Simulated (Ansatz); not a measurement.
The crystal is CS2NF5 (P-1).

```yaml
crystal:
  lattice:
    - [4.85100, 0.00000, 0.00000]
    - [-0.24300, 7.40301, 0.00000]
    - [-0.09292, -1.03664, 7.87754]
  atoms:
    - { symbol: C, position: [0.37047, 0.51128, 0.77897] }
    - { symbol: C, position: [0.62953, 0.48872, 0.22103] }
    - { symbol: S, position: [0.50691, 0.67431, 0.70301] }
    - { symbol: S, position: [0.49309, 0.32569, 0.29699] }
    - { symbol: S, position: [0.11232, 0.19129, 0.77281] }
    - { symbol: S, position: [0.88768, 0.80871, 0.22719] }
    - { symbol: N, position: [0.26953, 0.39141, 0.85455] }
    - { symbol: N, position: [0.73047, 0.60859, 0.14545] }
    - { symbol: F, position: [0.94989, 0.28249, 0.62773] }
    - { symbol: F, position: [0.05011, 0.71751, 0.37227] }
    - { symbol: F, position: [0.26613, 0.09080, 0.91179] }
    - { symbol: F, position: [0.73387, 0.90920, 0.08821] }
    - { symbol: F, position: [0.96052, 0.99957, 0.70123] }
    - { symbol: F, position: [0.03948, 0.00043, 0.29877] }
    - { symbol: F, position: [0.86024, 0.23196, 0.89906] }
    - { symbol: F, position: [0.13976, 0.76804, 0.10094] }
    - { symbol: F, position: [0.35822, 0.14010, 0.64101] }
    - { symbol: F, position: [0.64178, 0.85990, 0.35899] }
```

Geometry: measured cell, ions relaxed with PBE. The runs that relaxed it are not among those shown.

Gaps computed with Ansatz 0.2.0 without a self-energy: LDA 2.75 eV, PBE 2.87 eV, r2SCAN 3.29 eV, HSE06 4.21 eV and DDH-PBE0 6.52 eV. The mean ε∞ by PBE perturbation theory is 2.33.

Estimate the G0W0@PBE gap with 4×2×2 mesh, 1064 empty bands, screening to 140 eV, PAW set soft_1 files.

About 6.60 eV: on its mesh the run moves the gap from 2.92 eV by +3.73 eV, and the mesh misses the edges by 0.05 eV. Among the scalar-relativistic levels given, DDH-PBE0 is nearest (−0.08 eV). One-shot corrections scale roughly with one over ε∞, here 0.43. Bands and cutoff are finite, so the gap is not at the basis limit. The miss can reach some tenths of an eV and take either sign; the mesh is an error of its own. The 4×2×2 mesh is coarse for this cell (its supercell is 15 Å along the shortest edge). The RPA ε∞ on it, from the PBE start, is 1.90, 1.96 and 2.81; such meshes misread the long-range screening, most where the gap is narrow.

[Paths, hosts, dates, memory and timing lines, banners, echoed tables and standing remarks are left out of the program output.]

[Logs are printed without paths, hosts, clocks, repeated set-up lines and the standing remarks that a program may print on its own settings, such as how far it seeks lower states.]

[Runs of the session that timed out or met a known fault of the program may be left out.]

[Cells called generated may have been cut or substituted from an entry of the Crystallography Open Database or the Materials Project.]

[Hosts, paths, dates, database ids (printed as entryN), source tags and the programs' standing remarks are cut or masked in the printed files.]
